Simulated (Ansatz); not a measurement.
# 1T-SnSe2 monolayer in a perpendicular field, part 2 of 2

Wanted: the out-of-plane response of the 1T-SnSe2 monolayer. A positive field points along +c.

Ansatz 0.2.0; plane-wave DFT, PBE-D3(BJ), Ansatz PAW.

So far. Step 2 (Relaxing the slab): The lattice constant a goes from 3.870 to 3.825 Å.

### Step 3. Atoms held, field 0, start network

A sawtooth potential applies the field, turning back in the middle of the vacuum. With the dipole correction the typed value is the field outside the slab. The induced dipole is small, so the SCF threshold is tight.

The cell differs from the one that the last finished run ended in (c 35.210 → 21.201 Å).

input.yaml reads:

```yaml
crystal:
  lattice:
    - [3.8250912786, 0.0, 0.0]
    - [-1.9125456393, 3.312626219, 0.0]
    - [0.0, 0.0, 21.2006439645]
  atoms:
    - { symbol: Se, position: [0.6666666667, 0.3333333333, 0.4245154069] }
    - { symbol: Sn, position: [0.0, 0.0, 0.5] }
    - { symbol: Se, position: [0.3333333333, 0.6666666667, 0.5754845931] }
kpoints:
  mp_grid: { grid: [12, 12, 1] }
  band_path:
    path: [[0, 0, 0], [0.5, 0, 0], [0.33333333, 0.33333333, 0], [0, 0, 0]]
    npoints: 16
hamiltonian:
  xc: pbe
  dispersion: d3bj
scf:
  occupations: { method: fermi_dirac, width: 0.02585 }
  convergence: { dr2_threshold: 1.0e-10 }
efield:
  axis: 3
  dipole_correction: true
  ramp_position: 0.97
  ramp_width: 0.06
  amplitude: 0
output:
  dos: { projected: true, e_range: [-6, 5] }
  write_potential: true
  write_density: true
  volumetric_format: npy
  elf: true
```

Command:

```console
$ ansatz run input.yaml --threads 2 --pin off --max-ram 3072MiB --backend cpu --events-out ev --progress --plain --runs-dir out
```

Numbers of over 12 decimals in the logs are rounded to 6 here.

Output:

```text
[...]
Crystal: 3 atoms, lattice volume = 268.635 Å³
Basis set: ecut = 420 eV, 5231 PW (Γ)
Bands: 28, of which v1, the nominal top of the filled ones, is band 23 counted from 1 (22 counted from 0)
Symmetry: 6 space group operations
k-points: 19 of 144 (time reversal used)
[...]
SCF iter   1: F=—  HF=-16964.133579 eV  |F-HF|=—  |Δ(HF+E_count)|=         —  Δρ=8.76e-4  dr2=5.12e-3  ethr=1.77e-3  p=0.000 e·Å  D=4.08e-14 V/Å  ΔV_dip=-0.00 eV  dr2_dipole=4.84e-8  V_vac-E_F(+/−)=5.47/5.47 eV  ⟨swp⟩=9.2  Hψ=2745  notcnv=0
efield: sawtooth ramp at fractional position 0.9700 (set: `efield.ramp_position`, or a place that a band, a saddle search or an elastic batch's reference lends), width 0.0600; the density the first Hamiltonian is built on has a dipole p = 0.000 e·Å; the dipole correction subtracts the counter field D = 4.08e-14 V/Å, which shifts the + side's vacuum level by -0.00 eV against the − side's; the planar-averaged density in the ramp window peaks in size at 5.4e-6 e/Å³
[...]
SCF iter   2: F=—  HF=-16964.134813 eV  |F-HF|=—  |Δ(HF+E_count)|=   1.23e-3  Δρ=4.93e-4  dr2=1.14e-3  ethr=1.11e-5  p=-0.000 e·Å  D=-6.94e-5 V/Å  ΔV_dip=0.00 eV  dr2_dipole=3.20e-7  V_vac-E_F(+/−)=5.55/5.55 eV  ⟨swp⟩=3.6  Hψ=1434  notcnv=0  defer=16
[...]
SCF iter  10: F=-16964.135383 eV  HF=-16964.135383 eV  |F-HF|=7.28e-12  |Δ(HF+E_count)|=   1.84e-9  Δρ=6.22e-8  dr2=1.16e-11  ethr=1.00e-12  p=0.000 e·Å  D=9.80e-8 V/Å  ΔV_dip=-0.00 eV  dr2_dipole=2.43e-13  V_vac-E_F(+/−)=5.57/5.57 eV  ⟨swp⟩=9.1  Hψ=1598  notcnv=0
SCF 1 converged in 10 iterations: F = -16964.135383 eV  dr2 = 1.16e-11
[...]
NSCF: frozen V_eff on 49 k-points
efield: sawtooth ramp at fractional position 0.9700 (kept from the solve that this one continues, or follows in the run), width 0.0600; the density the first Hamiltonian is built on has a dipole p = 0.000 e·Å; the dipole correction subtracts the counter field D = 9.80e-8 V/Å, which shifts the + side's vacuum level by -0.00 eV against the − side's; the planar-averaged density in the ramp window peaks in size at 5.0e-6 e/Å³
WARN: The output density's exchange-correlation potential varies sharply where the density is thin. Do not read a vacuum level from v_tot or v_xc, or from such a field of the output density. On a cell that repeats whose density bears no net charge and no dipole along the vacuum's axis use v_es (v_loc + v_h of the components); under efield.dipole_correction with no amplitude use v_es + v_field, which holds any externa [...]
SCF converged after 10 iterations
Free energy (F): -16964.135383 eV
[...]
Internal energy: -16964.135383 eV  (E = F + TS)
E sigma→0 (E₀):  -16964.135383 eV
Entropy (-TS):   -0.000000 eV (-0.000 meV/atom)
Fermi energy:    -1.543990 eV
Dipole field:    D = -0.000000 V/Å  (p = -0.000001 e·Å, saw-weighted, corrected)
Work function:   Φ+ = 5.5670 eV   Φ− = 5.5670 eV
Levels:          The Fermi level and band energies are counted from a zero that moves with the ramp; work functions are not
[...]
--- Band table (eV; the first three rows and the last of 19) ---
  k-point 0: bands = [... 19 lower, -2.4000, -2.4000, -2.0135, -2.0135, -0.3452, 1.1800, 2.6863, 2.6863, ... 1 higher]
  k-point 1: bands = [... 19 lower, -3.0226, -2.6323, -2.3823, -1.9507, 0.0375, 1.6223, 2.5141, 2.8475, ... 1 higher]
  k-point 2: bands = [... 19 lower, -3.2073, -3.0577, -2.9229, -1.9543, 0.2989, 1.9205, 2.9973, 3.2228, ... 1 higher]
  k-point 18: bands = [... 19 lower, -5.5840, -5.2184, -2.8277, -2.8277, -0.1574, 3.2648, 3.2648, 4.6374, ... 1 higher]
```

Elapsed: 16 s, on 2 threads of Intel Xeon at 2.70GHz, shared host; peak memory 0.59 GiB.

In the SCF lines HF is the Harris–Foulkes energy and dr2 the Hartree energy of the density residual, in eV; the loop may stop once dr2 is under the threshold and the program's other checks hold. Hψ counts applications of the Hamiltonian.

Numbers from this step:

```yaml
dipole_along_the_normal: -7.04e-7 e·Å
gap_along_the_path: 0.7661 eV
smallest_direct_gap_along_the_path: 1.118 eV
ionisation_energy_upper_face: 5.961 eV
electron_affinity_upper_face: 5.195 eV
gap_the_smaller_of_path_and_mesh: 0.7661 eV
```

Running mean over a fixed 2.5 Å (it still follows the layers) of the planar mean; the ramp of the sawtooth is left out. Electron's electrostatic potential energy less the Fermi level against z:

z (Å), electron's electrostatic potential energy less the Fermi level (eV) and a bar from the least value:
```
      3.0       5.57 ##############################
      3.5       5.57 ##############################
      4.0       5.57 ##############################
      4.5       5.57 ##############################
      5.0       5.57 ##############################
      5.5       5.56 ##############################
      6.0       5.54 ##############################
      6.5       5.43 ##############################
      7.0       4.94 ############################
      7.5       3.68 ########################
      8.0       2.09 ##################
      8.5       0.28 ############
      9.0      -1.48 ######
      9.5      -2.44 ###
     10.0      -2.88 #
     10.5      -3.20 
     11.0      -3.04 #
     11.5      -2.61 ##
     12.0      -1.98 ####
     12.5      -0.48 #########
     13.0       1.39 ################
     13.5       3.07 #####################
     14.0       4.51 ##########################
     14.5       5.31 #############################
     15.0       5.51 ##############################
     15.5       5.55 ##############################
     16.0       5.56 ##############################
     16.5       5.57 ##############################
     17.0       5.57 ##############################
     17.5       5.57 ##############################
     18.0       5.57 ##############################
```

The density of states has structure finer than the step of the table below, so its rows give means over 0.2 eV, whole bins alone (the curve runs from -6 to 2.35 eV). Peaks (eV: height): -2.80: 4.38, -1.56: 5.24, -1.15: 9.98, -0.90: 6.56, 1.39: 4.86, 1.53: 3.69, 1.83: 3.11.

The density of states by energy, zero at the Fermi level of the run, which the smearing sets inside the gap; means over each step:

```
energy (eV)  density of states (states/eV a cell)
       -5.0                                     0
       -4.8                                 0.400
       -4.6                                  1.50
       -4.4                                  1.82
       -4.2                                  1.82
       -4.0                                  1.03
       -3.8                                  1.32
       -3.6                                  1.35
       -3.4                                  1.70
       -3.2                                  1.92
       -3.0                                  2.09
       -2.8                                  3.88
       -2.6                                  2.63
       -2.4                                  1.81
       -2.2                                  1.41
       -2.0                                  1.23
       -1.8                                  1.24
       -1.6                                  2.77
       -1.4                                  3.43
       -1.2                                  6.29
       -1.0                                  3.53
       -0.8                                  4.35
       -0.6                                  1.97
       -0.4                                 0.681
       -0.2                                     0
        0.0                                     0
        0.2                                     0
        0.4                                 0.198
        0.6                                 0.719
        0.8                                 0.847
        1.0                                 0.961
        1.2                                  1.39
        1.4                                  2.43
        1.6                                  1.75
        1.8                                  1.68
        2.0                               0.00651
        2.2                                     0
```

Projected DOS per atom over height of the atomic layer and energy from the Fermi level. Layers: Se Sn Se from below.

Values in states/eV, 22 rows by 3 columns, each cell a mean:
```
0.00 0.00 0.00
0.39 0.46 0.39
0.68 0.73 0.68
0.32 0.37 0.32
0.22 0.26 0.22
0.02 0.02 0.02
0.00 0.00 0.00
0.63 0.02 0.63
1.92 0.09 1.92
2.26 0.17 2.26
1.06 0.22 1.06
0.50 0.25 0.50
0.70 0.42 0.70
1.24 0.77 1.24
0.69 0.53 0.69
0.51 0.44 0.51
0.40 0.36 0.40
0.61 0.63 0.61
0.34 0.38 0.34
0.00 0.00 0.00
0.00 0.00 0.00
0.00 0.00 0.00
```
Columns: height of the atomic layer (Å) from 9 to 12.2; rows upwards: energy from the Fermi level (eV) from -5.96 to 2.32.

Electronic bands along the path, in eV, zero at the Fermi level of the run, which the smearing sets inside the gap:

```
  point  band 20  band 21  band 22  band 23  band 24  band 25  band 26  band 27
      Γ    -0.86    -0.86    -0.47    -0.47     1.20     2.72     4.23     4.23
halfway    -2.30    -1.94    -1.28    -0.50     1.44     3.69     5.06     5.12
      M    -2.74    -2.59    -1.16    -0.75     0.37     3.68     4.94     5.21
halfway    -3.45    -2.97    -1.30    -1.12     1.13     4.66     4.82     5.31
      K    -4.04    -3.67    -1.28    -1.28     1.39     4.81     4.81     6.18
halfway    -3.19    -1.87    -1.34    -0.91     1.78     4.29     4.64     5.20
      Γ    -0.86    -0.86    -0.47    -0.47     1.20     2.72     4.23     4.23
```

Valence density in the ca plane at fractional y = 0.000, with atoms of Sn within 0.2 Å of it. It is the smooth field of the valence electrons, not physical close to the nuclei.

Ten steps, logarithmic in the rise over the least value, from '0' (0 e/Å³) to '9' (14 e/Å³), each cell a mean:
```
00000000000000000000124798631000000000000000
00000000000000000000113565421100000000000000
00000000000000000011122222221110000000000000
00000000000000000012222111122211000000000000
00000000000000000112222111122221000000000000
00000000000000000112222111122221000000000000
00000000000000000011222222222211000000000000
00000000000000000001122344321110000000000000
00000000000000000000123687521100000000000000
00000000000000000000125899631000000000000000
```
Columns run along c (16.0 Å, from fractional 0.08 to 0.84 of the cell), rows up along a (3.8 Å). Atoms in or near the plane, at fractional coordinates: Sn at (0.50, 0.00).

Electrostatic potential energy in the ca plane at fractional y = 0.000, with atoms of Sn within 0.2 Å of it. With pseudopotentials it is smooth inside the atoms' cores, unlike the true potential.

Values in eV, 6 rows by 16 columns, each cell a mean:
```
  4   4   4   4   4   4   3  -1  -8  -8  -1   3   4   4   4   4
  4   4   4   4   4   4   3   0  -8  -8   0   3   4   4   4   4
  4   4   4   4   4   4   1  -3   0   0  -3   1   4   4   4   4
  4   4   4   4   4   4   2  -2  -1  -1  -2   2   4   4   4   4
  4   4   4   4   4   4   3   0 -11 -11   0   3   4   4   4   4
  4   4   4   4   4   4   3  -2  -5  -5  -2   3   4   4   4   4
```
Columns run along c (16.0 Å, from fractional 0.08 to 0.84 of the cell; values clipped at the 3rd and 97th percentile), rows up along a (3.8 Å). Atoms in or near the plane, at fractional coordinates: Sn at (0.50, 0.00).

ELF in the ca plane at fractional y = 0.000, with atoms of Sn within 0.2 Å of it. It is the smooth field of the valence electrons, not physical close to the nuclei.

Ten even steps from '0' (0.00) to '9' (0.73), each cell a mean:
```
00000000000000000001233100232100000000000000
00000000000000000112343322334321000000000000
00000000000000012456765333467664310000000000
00000000000000125789986423578998631000000000
00000000000000136999986312589999852000000000
00000000000000136899986322589999742000000000
00000000000000013678876433578887521000000000
00000000000000001234554333345432100000000000
00000000000000000001233201333210000000000000
00000000000000000000233000232100000000000000
```
Columns run along c (16.0 Å, from fractional 0.08 to 0.84 of the cell), rows up along a (3.8 Å). Atoms in or near the plane, at fractional coordinates: Sn at (0.50, 0.00).

The gap is 0.77 eV, with the valence edge 5.96 eV and the conduction edge 5.19 eV under the upper vacuum level.

### Step 4. Single point, field 0.1 V/Å

Edit input.yaml of step 3 so:

```diff
@@ -23,7 +23,6 @@
   dipole_correction: true
-  ramp_position: 0.97
-  ramp_width: 0.06
-  amplitude: 0
+  ramp_position: 0.9481
+  ramp_width: 0.1038
+  amplitude: 0.1
 output:
-  dos: { projected: true, e_range: [-6, 5] }
   write_potential: true
@@ -31,2 +30 @@
   volumetric_format: npy
-  elf: true
```

Output:

```text
[...]
Crystal: 3 atoms, lattice volume = 268.635 Å³
Basis set: ecut = 420 eV, 5231 PW (Γ)
Bands: 28, of which v1, the nominal top of the filled ones, is band 23 counted from 1 (22 counted from 0)
Symmetry: 6 space group operations
k-points: 19 of 144 (time reversal used)
[...]
k-point 0: bands = [... 19 lower, -2.4007, -2.4007, -2.0139, -2.0139, -0.3459, 1.1794, 2.6858, 2.6858, ... 1 higher]
  k-point 1: bands = [... 19 lower, -3.0228, -2.6329, -2.3827, -1.9511, 0.0368, 1.6217, 2.5114, 2.8471, ... 1 higher]
  k-point 2: bands = [... 19 lower, -3.2079, -3.0583, -2.9232, -1.9547, 0.2984, 1.9189, 2.9923, 3.2224, ... 1 higher]
  k-point 18: bands = [... 19 lower, -5.5831, -5.2189, -2.8335, -2.8228, -0.1579, 3.2617, 3.2664, 4.6366, ... 1 higher]
[key lines of the parts left out:]
SCF converged after 11 iterations
Free energy (F): -16964.137244 eV
Fermi energy:    -1.544449 eV
Dipole field:    D = 0.025060 V/Å  (p = 0.037203 e·Å, saw-weighted, corrected)
```

Wall time 16 s (2 threads); peak memory 0.53 GiB.

The dipole is 0.0372 e·Å, and the gap 0.766 eV.

### Step 5. Atoms held, field -0.1 V/Å

Edit input.yaml of step 4 so:

```diff
@@ -25,3 +25,3 @@
   ramp_width: 0.1038
-  amplitude: 0.1
+  amplitude: -0.1
 output:
```

Output:

```text
[...]
Crystal: 3 atoms, lattice volume = 268.635 Å³
Basis set: ecut = 420 eV, 5231 PW (Γ)
Bands: 28, of which v1, the nominal top of the filled ones, is band 23 counted from 1 (22 counted from 0)
Symmetry: 6 space group operations
k-points: 19 of 144 (time reversal used)
[...]
k-point 0: bands = [... 19 lower, -2.4007, -2.4007, -2.0139, -2.0139, -0.3459, 1.1794, 2.6858, 2.6858, ... 1 higher]
  k-point 1: bands = [... 19 lower, -3.0228, -2.6329, -2.3827, -1.9511, 0.0368, 1.6217, 2.5114, 2.8471, ... 1 higher]
  k-point 2: bands = [... 19 lower, -3.2079, -3.0583, -2.9232, -1.9547, 0.2984, 1.9189, 2.9923, 3.2224, ... 1 higher]
  k-point 18: bands = [... 19 lower, -5.5831, -5.2189, -2.8335, -2.8228, -0.1579, 3.2617, 3.2664, 4.6366, ... 1 higher]
[key lines of the parts left out:]
SCF converged after 11 iterations
Free energy (F): -16964.137244 eV
Fermi energy:    -1.544449 eV
Dipole field:    D = -0.025059 V/Å  (p = -0.037203 e·Å, saw-weighted, corrected)
```

Run time: 17 s. Hardware: 2 threads; peak memory 0.54 GiB.

The dipole is -0.0372 e·Å, and the gap 0.766 eV.

### Step 6. Response, atoms held

This step: plane-wave DFT, PBE-D3(BJ), Ansatz PAW; response to a field along the normal, atoms held (Ansatz 0.2.0).

The dipoles give the slope, and the difference of two potentials shows where the field is screened.

Numbers from this step:

| Property | Result |
| --- | --- |
| equivalent conductor thickness p/(ε₀AE) | 5.313 Å |
| distance between the outer atoms | 3.201 Å |

Dipole of the cell against applied field:

```
applied field (V/Å)  dipole of the cell (e·Å)
            -0.1000                   -0.0372
             0.0000                   -7.0e-7
             0.1000                    0.0372
```

Local field over the applied field, running mean. From the potentials at -0.1 and 0.1 V/Å; running mean over 2.5 Å. Local field over applied field against z:

z (Å), local field over applied field and a bar:
```
     4.12      0.999 ##############################
     4.42      0.999 ##############################
     4.86      0.997 ##############################
     5.15      0.994 ##############################
     5.59      0.985 ##############################
     5.89      0.973 #############################
     6.18      0.951 ############################
     6.63      0.890 ###########################
     6.92      0.825 #########################
     7.21      0.740 ######################
     7.66      0.591 #################
     7.95      0.485 ##############
     8.39      0.327 #########
     8.69      0.232 ######
     8.98      0.156 ####
     9.42      0.088 #
     9.72      0.068 #
    10.01      0.056 
    10.45      0.044 
    10.75      0.044 
    11.19      0.056 
    11.48      0.068 #
    11.78      0.088 #
    12.22      0.156 ####
    12.51      0.232 ######
    12.81      0.327 #########
    13.25      0.485 ##############
    13.54      0.591 #################
    13.99      0.740 ######################
    14.28      0.825 #########################
    14.58      0.890 ###########################
    15.02      0.951 ############################
    15.31      0.973 #############################
    15.61      0.985 ##############################
    16.05      0.994 ##############################
    16.34      0.997 ##############################
    16.78      0.999 ##############################
    17.08      0.999 ##############################
```

Electrons, planar mean, per unit field. Table of induced electron density by z:

```
z (Å)  induced electron density (e/Å³ per V/Å)
 4.12                                   2.0e-6
 4.56                                   5.9e-6
 5.01                                   1.7e-5
 5.45                                   4.7e-5
 5.89                                   1.3e-4
 6.33                                   3.2e-4
 6.77                                   7.5e-4
 7.21                                  0.00163
 7.66                                  0.00295
 8.10                                  0.00345
 8.54                                  0.00184
 8.98                                   9.7e-4
 9.42                                   5.8e-4
 9.86                                  -8.5e-4
10.31                                  -6.7e-4
10.89                                   6.7e-4
11.34                                   8.5e-4
11.78                                  -5.8e-4
12.22                                  -9.7e-4
12.66                                 -0.00184
13.10                                 -0.00345
13.54                                 -0.00295
13.99                                 -0.00163
14.43                                  -7.5e-4
14.87                                  -3.2e-4
15.31                                  -1.3e-4
15.75                                  -4.7e-5
16.19                                  -1.7e-5
16.64                                  -5.9e-6
17.08                                  -2.0e-6
```

The smaller of the gaps on the path and on the k-mesh, counted as 0 under 0.03 eV. The gap stays at 0.766 eV for applied field from -0.1 to 0.1 V/Å.

By hand: between -0.1 and 0.1 V/Å the dipole changes by 0.07441 e·Å, a slope of 0.3720 e·Å²/V. A perfect conductor of thickness t has p = ε₀AEt, so t = 180.95 × 0.3720 / 12.671 = 5.31 Å (e/ε₀ = 180.95 V·Å, A in Å²).

The induced dipole is that of a conductor 5.31 Å thick.

### Step 7. Outcome

| Item | Value |
| --- | --- |
| gap without field | 0.766 eV |
| ionisation energy, upper face | 5.96 eV |
| electron affinity, upper face | 5.19 eV |
| equivalent conductor thickness, atoms held | 5.31 Å |

The induced dipole equals that of a perfect conductor 5.31 Å thick, while the outer atoms lie 3.20 Å apart; an out-of-plane ε follows only once a thickness t is chosen, by 1 − 1/ε = 5.31 Å / t. The gap stays within 0.01 eV of 0.77 eV over the fields run, up to 0.1 V/Å in size. Semilocal functionals give gaps that are too small, and excitons are not included. Spin-orbit coupling is left out, which matters for the bands of elements this heavy.

[Logs are printed without paths, hosts, clocks, repeated set-up lines and the standing remarks that a program may print on its own settings, such as how far it seeks lower states.]

[Hosts, paths, dates, database ids (printed as entryN), source tags and the programs' standing remarks are cut or masked in the printed files.]

[Maps of the electrostatic potential energy from Ansatz leave out the sawtooth potential of an applied field or a dipole correction, so their vacuum need not be flat; planar profiles and work functions include it.]

[The density of states shown here was stored with 400 of the rows of the run's finer table, so its peaks can read low, often by over a quarter, or be missed, and its means over a window can be off by a tenth or more.]
